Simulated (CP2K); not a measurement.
The C K edge of 2-nitrosooxazole was computed by TDDFT (CP2K XAS_TDP, aug-cc-pVDZ, TDA) at these levels: PBEh(45%), PBEh(45%) + GW2X and PBEh(60%). The first three lines of C3 (bonded to 2 N and O) with a strength over 0.0015, energy in eV and strength:

```
run           first          second           third
  1  282.70 (0.021)  285.24 (0.045)  287.45 (0.020)
  2  288.05 (0.021)  290.60 (0.044)  292.81 (0.020)
  3  287.03 (0.041)  289.80 (0.034)  291.81 (0.045)
```

Which run is which?

Run 1: PBEh(45%) (45 % exact exchange). Run 2: PBEh(45%) + GW2X (45 % exact exchange). Run 3: PBEh(60%) (60 % exact exchange). Self-interaction lifts the core level, so the uncorrected lines rise with the share of exact exchange. The GW2X run keeps the spacings of its parent: 2.55 eV between the first two lines in run 2, 2.54 eV in run 1. Its shift is +5.35 eV, since the Kohn–Sham level at this share of exchange lies that far above the quasiparticle level.

[Banner, clock and machine lines of the logs are left out without a mark of their own.]

[Logs are printed without paths, hosts, clocks, repeated set-up lines and the standing remarks that a program may print on its own settings, such as how far it seeks lower states.]

[Hosts, paths, dates, database ids (printed as entryN), source tags and the programs' standing remarks are cut or masked in the printed files.]
